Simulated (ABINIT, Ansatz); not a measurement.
Planning a run of Ansatz 0.2.0 on KMgF3 (Pm-3m). The input:

```yaml
crystal:
  lattice:
    - [3.9859, 0.0, 0.0]
    - [0.0, 3.9859, 0.0]
    - [0.0, 0.0, 3.9859]
  atoms:
    - { symbol: K, position: [0.5, 0.5, 0.5] }
    - { symbol: Mg, position: [0.0, 0.0, 0.0] }
    - { symbol: F, position: [0.5, 0.0, 0.0] }
    - { symbol: F, position: [0.0, 0.5, 0.0] }
    - { symbol: F, position: [0.0, 0.0, 0.5] }
kpoints:
  mp_grid: { grid: [6, 6, 6] }
hamiltonian:
  xc: pbe
scf:
  occupations: { method: fixed }
dielectric: {}
```

```sh
ansatz run input.yaml --threads 1 --pin off --max-ram 1382MiB --backend cpu --events-out ev --progress --plain --runs-dir out
```

Q: Estimate wall time and host memory on 1 thread of Arm Neoverse V2, shared host.

It took 18 s; on shared hardware allow 9.2 s to 37 s. Peak host memory was 0.45 GiB.

[Paths, hosts, dates, memory and timing lines, banners, echoed tables and standing remarks are left out of the program output.]

[Logs are printed without paths, hosts, clocks, repeated set-up lines and the standing remarks that a program may print on its own settings, such as how far it seeks lower states.]

[Runs of the session that timed out or met a known fault of the program may be left out.]

[Hosts, paths, dates, database ids (printed as entryN), source tags and the programs' standing remarks are cut or masked in the printed files.]

[G0W0 gaps are taken among the corrected bands and points alone; a level outside them can change the order at an edge.]

[Where Ansatz stands beside ABINIT at settings called matched, ABINIT's density can come from a denser mesh and the files from another edition; pairs whose starting gaps differed by over 0.03 eV were left out, so agreement reads better than it is.]
